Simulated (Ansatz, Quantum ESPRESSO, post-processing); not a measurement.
# Screening and band shifts of Hf2COF MXene, 1 layer, part 5 of 6

How does Hf2COF MXene, 1 layer respond to a gate-like field without added charge?

Quantum ESPRESSO 7.5; plane-wave DFT, PBE, GBRV ultrasoft pseudopotentials; geometry and cross-check by Ansatz 0.2.0 with PAW datasets.

So far. Step 11 (SCF with pw.x: field 0.4 V/Å): The dipole goes from -0.0912 to 0.0223 e Å, 0.2839 e Å per V/Å. Step 12 (Electrostatic potential): The slope in the vacuum is 0.400 eV/Å for an applied 0.40 V/Å, as it should be.

### 13. Bands along a path: field 0.4 V/Å

File f3.bands.in:

```
&control
  prefix = 'f3.bands'
  outdir = './out'
  pseudo_dir = './pseudo'
  calculation = 'bands'
  tefield = .true.
  dipfield = .true.
/
&system
  ibrav = 0
  nat = 5
  ntyp = 4
  ecutwfc = 40
  ecutrho = 200
  occupations = 'smearing'
  smearing = 'fd'
  degauss = 0.004
  edir = 3
  emaxpos = 0.97
  eopreg = 0.04
  eamp = 0.00777876
  nbnd = 26
/
&electrons
  conv_thr = 1e-07
  mixing_beta = 0.4
  electron_maxstep = 120
  mixing_mode = 'local-TF'
/
ATOMIC_SPECIES
  F   18.9984  f_pbe_v1.4.uspp.F.UPF
  Hf  178.4900  hf_pbe_v1.uspp.F.UPF
  C   12.0110  c_pbe_v1.2.uspp.F.UPF
  O   15.9990  o_pbe_v1.2.uspp.F.UPF
CELL_PARAMETERS angstrom
  3.26124157920203 -0.00000000000000 -0.00000000000000
  -1.63062078960102 2.82431805546704 -0.00000000000000
  -0.00000000000000 -0.00000000000000 21.77181459960000
ATOMIC_POSITIONS crystal
  F   0.333333333333 0.666666666667 0.380451953493
  Hf  0.666666666667 0.333333333333 0.441791950104
  C   0.000000000000 0.000000000000 0.496993330134
  Hf  0.333333333333 0.666666666667 0.561804036658
  O   0.666666666667 0.333333333333 0.606479370412
K_POINTS crystal_b
4
  0.0000000000 0.0000000000 0.0000000000 14
  0.5000000000 0.0000000000 0.0000000000 14
  0.3333333333 0.3333333333 0.0000000000 14
  0.0000000000 0.0000000000 0.0000000000 1
```

Launch:

```
> cp -r out/f3.save out/f3.bands.save
> cp out/f3.xml out/f3.bands.xml
> OMP_NUM_THREADS=1 mpirun -n 4 pw.x -nk 4 -in f3.bands.in > f3.bands.out
```

Numbers of over 12 decimals in the logs are rounded to 6 here.

What it wrote:

```text
[banner, memory and clock lines left out]
Program PWSCF v.7.5 starts
[citation notice left out]

[...]
bravais-lattice index     =            0
     lattice parameter (alat)  =       6.1629  a.u.
     unit-cell volume          =    1353.2804 (a.u.)^3
     number of atoms/cell      =            5
     number of atomic types    =            4
     number of electrons       =        41.00
     number of Kohn-Sham states=           26
     kinetic-energy cutoff     =      40.0000  Ry
     charge density cutoff     =     200.0000  Ry
     Exchange-correlation= SLA  PW   PBE  PBE
                           (   1   4   3   4   0   0   0)

[...]
PseudoPot. # 1 for F  read from file:
     ./pseudo/f_pbe_v1.4.uspp.F.UPF
     Pseudo is Ultrasoft, Zval =  7.0
     Generated by new atomic code, or converted to UPF format
     Using radial grid of  799 points,  4 beta functions with:
                l(1) =   0
                l(2) =   0
                l(3) =   1
                l(4) =   1
     Q(r) pseudized with  8 coefficients,  rinner =    0.950   0.950   0.950

     PseudoPot. # 2 for Hf read from file:
     ./pseudo/hf_pbe_v1.uspp.F.UPF
     Pseudo is Ultrasoft + core correction, Zval = 12.0
     Generated by new atomic code, or converted to UPF format
     Using radial grid of  921 points,  8 beta functions with:
                l(1) =   0
                l(2) =   0
                l(3) =   0
                l(4) =   1
                l(5) =   1
                l(6) =   2
                l(7) =   2
                l(8) =   3
     Q(r) pseudized with  6 coefficients,  rinner =    1.200   1.200   1.200
                                                       1.200   1.200   1.200
                                                       1.200

     PseudoPot. # 3 for C  read from file:
     ./pseudo/c_pbe_v1.2.uspp.F.UPF
     Pseudo is Ultrasoft + core correction, Zval =  4.0
     Generated by new atomic code, or converted to UPF format
     Using radial grid of  721 points,  4 beta functions with:
                l(1) =   0
                l(2) =   0
                l(3) =   1
                l(4) =   1
     Q(r) pseudized with  8 coefficients,  rinner =    1.100   1.100   1.100

     PseudoPot. # 4 for O  read from file:
     ./pseudo/o_pbe_v1.2.uspp.F.UPF
     Pseudo is Ultrasoft + core correction, Zval =  6.0
     Generated by new atomic code, or converted to UPF format
     Using radial grid of  737 points,  5 beta functions with:
                l(1) =   0
                l(2) =   0
                l(3) =   1
                l(4) =   1
                l(5) =   2
     Q(r) pseudized with  8 coefficients,  rinner =    0.900   0.900   0.900
                                                       0.900   0.900

     atomic species   valence    mass     pseudopotential
     F                 7.00    18.99840     F ( 1.00)
     Hf               12.00   178.49000     Hf( 1.00)
     C                 4.00    12.01100     C ( 1.00)
     O                 6.00    15.99900     O ( 1.00)

     No symmetry found

[...]
number of k points=    43  Fermi-Dirac smearing, width (Ry)=  0.0040
[...]
Dense  grid:    64601 G-vectors     FFT dimensions: (  27,  27, 192)

     Smooth grid:    46413 G-vectors     FFT dimensions: (  25,  25, 180)

     Check: negative core charge=   -0.000017

     The potential is recalculated from file :
     ./out/f3.bands.save/charge-density

     negative rho (up, down):  2.194E-01 0.000E+00

     Adding external electric field

     Computed dipole along edir(3) :
        Dipole                0.0422 Ry au,          0.1073 Debye
        Dipole field          0.0004 Ry au,

        E field amplitude [Ha a.u.]:  7.7788E-03
        Potential amp.        0.5835 Ry
        Total length         39.4971 bohr

     Starting wfcs are   38 randomized atomic wfcs

     Band Structure Calculation
     Davidson diagonalization with overlap

     ethr =  2.44E-10,  avg # of iterations = 42.5

     End of band structure calculation

          k = 0.0000 0.0000 0.0000 (  5831 PWs)   bands (ev):

   -61.3193 -60.8217 -30.2835 -29.8099 -29.8099 -29.5915 -29.2803 -29.2803
   -24.6999 -17.2882 -10.3018  -6.6698  -6.2507  -6.2507  -4.2707  -3.6081
    -3.6081  -1.8354  -0.7715  -0.7715   1.9253   2.4337   2.5349   2.5349
     3.0258   3.9808

          k = 0.0357 0.0206 0.0000 (  5801 PWs)   bands (ev):

   -61.3189 -60.8213 -30.2809 -29.8196 -29.8115 -29.5894 -29.2885 -29.2819
   -24.6979 -17.2803 -10.2918  -6.6700  -6.2572  -6.2506  -4.2575  -3.6183
    -3.5973  -1.8130  -0.8352  -0.7838   1.9478   2.3426   2.5549   2.6326
     3.0100   3.9898

[...]
```

Wall time 23 s (4 MPI ranks of Arm Neoverse V1, shared host); peak memory 0.37 GiB.

Band numbers count within the set of bands kept for display. The electronic bands at the labelled points (eV, zero at the Fermi level; # counts the bands kept):

```csv
point,#5,#6,#7,#8,#9,#10,#11,#12
Γ,-5.23,-3.46,-2.39,-2.39,0.30,0.81,0.91,0.91
halfway,-4.86,-4.09,-3.08,-2.73,-0.30,1.26,1.54,2.00
M,-4.52,-4.07,-3.69,-2.73,-0.70,2.42,3.26,3.97
halfway,-4.36,-4.24,-3.66,-3.13,-0.07,2.20,2.78,3.24
K,-4.90,-3.96,-3.68,-3.41,0.92,1.70,2.04,3.38
halfway,-4.81,-4.05,-3.27,-2.96,0.32,0.53,1.85,2.28
Γ,-5.23,-3.46,-2.39,-2.39,0.30,0.81,0.91,0.91
```

Upper empty bands that drop with the field can be states of the vacuum, held by the sawtooth; they depend on the cell's width.

### 14. Valence density

plot_num = 0 writes the valence density.

File f0.rho.in:

```
&inputpp
  prefix = 'f0'
  outdir = './out'
  filplot = 'f0.rho.dat'
  plot_num = 0
/
```

Launch:

```
> OMP_NUM_THREADS=1 mpirun -n 4 pp.x -in f0.rho.in > f0.rho.out
```

What it wrote:

```text
[banner, memory and clock lines left out]
Program POST-PROC v.7.5 starts

          URL

     ./out/f0.save/

     IMPORTANT: XC functional enforced from input :
     Exchange-correlation= PBE
                           (   1   4   3   4   0   0   0)
     Any further DFT definition will be discarded
     Please, verify this is what you really want

     Check: negative core charge=   -0.000017

     negative rho (up, down):  2.194E-01 0.000E+00

     Adding external electric field

     Computed dipole along edir(3) :
        Dipole               -0.1724 Ry au,         -0.4382 Debye
        Dipole field         -0.0016 Ry au,

        Potential amp.        0.1265 Ry
        Total length         39.4971 bohr

     Calling punch_plot, plot_num =   0
     Writing data to file  f0.rho.dat
     Message from routine chdens:
     namelist plot not found or invalid, exiting
```

The job ended after 1.2 s (4 MPI ranks; peak memory 0.14 GiB).

Read from the output:

| Quantity | Value |
| --- | --- |
| electrons by integration | 41.00 e |

The valence density, planar mean oscillates, so the rows of the table below give means over windows of 1 Å about each position, cut where the curve ends. Its maxima inside the range that stand out by 2 % of the span (Å: e/Å³): 8.3: 1.00, 9.4: 0.900, 9.9: 0.951, 12.0: 0.912, 12.6: 1.01. Its minima: 8.8: 0.466, 9.6: 0.863, 11.3: 0.437, 12.2: 0.870.

Mean over planes. Valence density, planar mean against z; means over each step:

```csv
z (Å),"valence density, planar mean (e/Å³)"
5,1.5e-5
6,4.6e-4
7,0.0215
8,0.598
9,0.682
10,0.792
11,0.492
12,0.816
13,0.868
14,0.176
15,0.00493
16,1.7e-4
17,7.2e-6
```

Valence density in the ca plane at fractional y = 0.333, with atoms of Hf and O within 0.2 Å of it. It is the smooth field of the valence electrons, not physical close to the nuclei.

Ten steps, logarithmic in the rise over the least value, from '0' (-1.2 e/Å³) to '9' (6.5 e/Å³), each cell a mean:
```
66666666666666666666666777666666677666666666
66666666666666666666668988766666799766666666
66666666666666666666668809766666899866666666
66666666666666666666667888766666788766666666
66666666666666666666666777666666677666666666
66666666666666666666666666666666666666666666
66666666666666666666666666666666666666666666
66666666666666666666666666666666666666666666
```
Columns run along c (16.0 Å, from fractional 0.04 to 0.78 of the cell), rows up along a (3.3 Å). Atoms in or near the plane, at fractional coordinates: Hf at (0.44, 0.67), O at (0.61, 0.67).

The density integrates to 41.000 electrons, as the 41 of the input ask.

### 15. Valence density

File f2.rho.in:

```
&inputpp
  prefix = 'f2'
  outdir = './out'
  filplot = 'f2.rho.dat'
  plot_num = 0
/
```

Launch:

```
> OMP_NUM_THREADS=1 mpirun -n 4 pp.x -in f2.rho.in > f2.rho.out
```

The job ended after 1.2 s (4 MPI ranks; peak memory 0.14 GiB).

### 16. Charge moved by a field of 0.2 V/Å

Read from the output:

* largest charge moved across a plane: 0.001118 e/Å²
* dipole step: -1.109 eV

The planar mean oscillates, so the rows of the table below give means over windows of 1 Å about each position, cut where the curve ends. Its maxima inside the range that stand out by 2 % of the span (Å: e/Å³): 7.7: 6.2e-4, 8.4: 4.8e-4, 9.5: 2.6e-4, 12.4: 2.6e-5, 13.3: -3.1e-4. Its minima: 8.2: 2.6e-4, 9.1: 1.4e-4, 11.5: -1.8e-4, 13.0: -4.0e-4, 13.8: -7.2e-4.

Planar mean against z; means over each step:

```csv
z (Å),planar mean (e/Å³)
2,2.2e-8
3,9.0e-8
4,4.5e-7
5,3.2e-6
6,3.1e-5
7,2.6e-4
8,4.6e-4
9,2.1e-4
10,1.4e-4
11,-5.6e-5
12,-4.9e-5
13,-2.7e-4
14,-5.7e-4
15,-1.5e-4
16,-1.5e-5
17,-1.3e-6
18,-1.1e-7
19,-8.9e-9
```

The running integral, electrons below z by z:

```csv
z (Å),"running integral, electrons below z (e/Å²)"
3.0,6.4e-8
3.5,1.3e-7
4.0,2.7e-7
4.5,6.2e-7
5.0,1.5e-6
5.5,4.2e-6
6.0,1.2e-5
6.5,3.9e-5
7.0,1.2e-4
7.5,3.3e-4
8.0,5.9e-4
8.5,7.8e-4
9.0,8.8e-4
9.5,9.8e-4
10.0,0.00107
10.5,0.00111
11.0,0.00111
11.5,0.00104
12.0,1.0e-3
12.5,0.00100
13.0,8.9e-4
13.5,7.1e-4
14.0,3.8e-4
14.5,1.4e-4
15.0,4.7e-5
15.5,1.4e-5
16.0,4.1e-6
16.5,1.2e-6
17.0,3.4e-7
17.5,1.0e-7
```

### 17. Polarisability from the dipole between 0 and 0.1 V/A

Read from the output:

- change of slope in the vacuum: 0.10000 eV/Å
- polarisability a cell: 4.062 Å³
- sheet polarisability 4πα/A: 5.542 Å

Change of the potential energy, second field less first against z:

```csv
z (Å),"change of the potential energy, second field less first (eV)"
0,-0.408
1,-0.714
2,-0.614
3,-0.514
4,-0.414
5,-0.314
6,-0.214
7,-0.118
8,-0.0464
9,-0.0134
10,-6.8e-4
11,-1.1e-4
12,0.00454
13,0.0151
14,0.0513
15,0.134
16,0.232
17,0.332
18,0.432
19,0.532
20,0.632
21,0.732
```

### 18. Dipole against field

Table of dipole along the normal, dipole moment by applied field:

```csv
applied field (V/Å),"dipole along the normal, dipole moment (e·Å)"
0.000,-0.0912
0.100,-0.0630
0.200,-0.0348
0.400,0.0223
```

### 19. The same in Ansatz: field 0.1 V/Å

A second code with its own PAW datasets, on the same atoms.

Level of this step: plane-wave DFT, PBE, Ansatz PAW (Ansatz 0.2.0).

File input.yaml:

```yaml
crystal:
  lattice:
    - [3.2612415792, 0.0, 0.0]
    - [-1.6306207896, 2.8243180555, 0.0]
    - [0.0, 0.0, 21.7718145996]
  atoms:
    - { symbol: F, position: [0.3333333333, 0.6666666667, 0.3804519535] }
    - { symbol: Hf, position: [0.6666666667, 0.3333333333, 0.4417919501] }
    - { symbol: C, position: [0.0, 0.0, 0.4969933301] }
    - { symbol: Hf, position: [0.3333333333, 0.6666666667, 0.5618040367] }
    - { symbol: O, position: [0.6666666667, 0.3333333333, 0.6064793704] }
kpoints:
  mp_grid: { grid: [12, 12, 1] }
hamiltonian:
  xc: pbe
scf:
  occupations: { method: fermi_dirac, width: 0.054 }
  convergence: { dr2_threshold: 1.0e-09 }
efield:
  axis: 3
  dipole_correction: true
  ramp_position: 0.97
  ramp_width: 0.04
  amplitude: 0.1
output:
  write_potential: true
  write_density: true
  volumetric_format: npy
```

Launch:

```
> ansatz run input.yaml --threads 4 --pin off --max-ram 8192MiB --backend cpu --events-out ev --progress --plain --runs-dir out
```

What it wrote:

```text
[...]
Crystal: 5 atoms, lattice volume = 200.535 Å³
Basis set: ecut = 420 eV, 3985 PW (Γ)
Bands: 42, of which v1, the nominal top of the filled ones, is band 35 counted from 1 (34 counted from 0)
Symmetry: 6 space group operations
[...]
k-points: 19 of 144 (time reversal used)
[...]
SCF iter   1: F=—  HF=-33080.862267 eV  |F-HF|=—  |Δ(HF+E_count)|=         —  Δρ=8.62e-2  dr2=2.32e1  ethr=3.10e-3  p=0.033 e·Å  D=3.02e-2 V/Å  ΔV_dip=-0.66 eV  dr2_dipole=6.35e-1  V_vac-E_F(+/−)=7.70/6.38 eV  ⟨swp⟩=8.2  Hψ=3349  notcnv=0
[...]
SCF iter  15: F=-33075.052348 eV  HF=-33075.052348 eV  |F-HF|=2.76e-10  |Δ(HF+E_count)|=  8.73e-10  Δρ=4.11e-7  dr2=2.53e-10  ethr=1.45e-12  p=-0.062 e·Å  D=-5.59e-2 V/Å  ΔV_dip=1.22 eV  dr2_dipole=3.41e-13  V_vac-E_F(+/−)=5.75/2.56 eV  ⟨swp⟩=15.3  Hψ=3847  notcnv=0
SCF 1 converged in 15 iterations: F = -33075.052348 eV  dr2 = 2.53e-10
[...]
SCF converged after 15 iterations
Free energy (F): -33075.052348 eV
[...]
Internal energy: -33075.035058 eV  (E = F + TS)
E sigma→0 (E₀):  -33075.043703 eV
Entropy (-TS):   -0.017289 eV (-3.458 meV/atom)
Fermi energy:    2.738335 eV
Dipole field:    D = -0.055936 V/Å  (p = -0.061990 e·Å, saw-weighted, corrected)
Work function:   not extracted (applied field tilts the vacuum); planar V_es + V_field profile in the machine report
[...]
--- Band table (eV; the first three rows and the last of 19) ---
  k-point 0: bands = [... 31 lower, -0.7084, 0.3704, 0.3704, 3.6328, 3.6328, 3.6599, 4.3377, 5.7395, ... 3 higher]
  k-point 1: bands = [... 31 lower, -0.6143, 0.0618, 0.3032, 3.2664, 3.7456, 3.9837, 4.2975, 5.7201, ... 3 higher]
  k-point 2: bands = [... 31 lower, -0.7911, -0.2828, 0.1503, 2.8323, 3.9525, 4.1060, 4.6525, 5.7708, ... 3 higher]
  k-point 18: bands = [... 31 lower, -1.2540, -0.9457, -0.7134, 3.6641, 4.4398, 4.7963, 6.0950, 6.1649, ... 3 higher]
```

Run time: 7.8 s. Hardware: 4 threads; peak memory 0.58 GiB.

This step gave:

- free energy: -33075.0523 eV
- energy at zero smearing: -33075.0437 eV
- smearing term TS: 0.01729 eV
- Fermi energy: 2.738 eV
- dipole along the normal: -0.06199 e·Å

At 0.1 V/Å Ansatz's dipole is -0.0620 e Å against -0.0630 from pw.x.

### 20. Cross-check with Ansatz: field -0.1 V/Å

input.yaml, as its differences from the input of step 19:

```diff
@@ -23,3 +23,3 @@
   ramp_width: 0.04
-  amplitude: 0.1
+  amplitude: -0.1
 output:
```

What it wrote:

```text
[...]
Crystal: 5 atoms, lattice volume = 200.535 Å³
Basis set: ecut = 420 eV, 3985 PW (Γ)
Bands: 42, of which v1, the nominal top of the filled ones, is band 35 counted from 1 (34 counted from 0)
Symmetry: 6 space group operations
[...]
k-points: 19 of 144 (time reversal used)
[...]
k-point 0: bands = [... 31 lower, -0.7622, 0.3344, 0.3344, 3.5973, 3.5973, 3.6762, 4.3937, 5.7408, ... 3 higher]
  k-point 1: bands = [... 31 lower, -0.6670, 0.0252, 0.2664, 3.2450, 3.7110, 3.9507, 4.3824, 5.7685, ... 3 higher]
  k-point 2: bands = [... 31 lower, -0.8307, -0.3324, 0.1124, 2.8015, 3.9328, 4.0732, 4.7189, 5.7589, ... 3 higher]
  k-point 18: bands = [... 31 lower, -1.3131, -0.9821, -0.7814, 3.6389, 4.4104, 4.7741, 6.0517, 6.1053, ... 3 higher]
[key lines of the parts left out:]
SCF converged after 14 iterations
Free energy (F): -33075.070383 eV
Fermi energy:    2.703936 eV
Dipole field:    D = -0.106795 V/Å  (p = -0.118353 e·Å, saw-weighted, corrected)
```

Elapsed: 7.6 s, on 4 threads; peak memory 0.58 GiB; 29 s of CPU time.

This step gave:

| Quantity | Value |
| --- | --- |
| free energy | -33075.0704 eV |
| energy at zero smearing | -33075.0618 eV |
| smearing term TS | 0.01711 eV |
| Fermi energy | 2.704 eV |
| dipole along the normal | -0.1184 e·Å |

### 21. Dipole against field, Ansatz

The dipole along the normal, dipole moment by applied field:

```csv
applied field (V/Å),"dipole along the normal, dipole moment (e·Å)"
-0.1000,-0.118
0.0000,-0.0902
0.1000,-0.0620
```

[end of part 5 of 6]

[Logs are printed without paths, hosts, clocks, repeated set-up lines and the standing remarks that a program may print on its own settings, such as how far it seeks lower states.]

[Hosts, paths, dates, database ids (printed as entryN), source tags and the programs' standing remarks are cut or masked in the printed files.]

[Maps of the electrostatic potential energy from Ansatz leave out the sawtooth potential of an applied field or a dipole correction, so their vacuum need not be flat; planar profiles and work functions include it.]
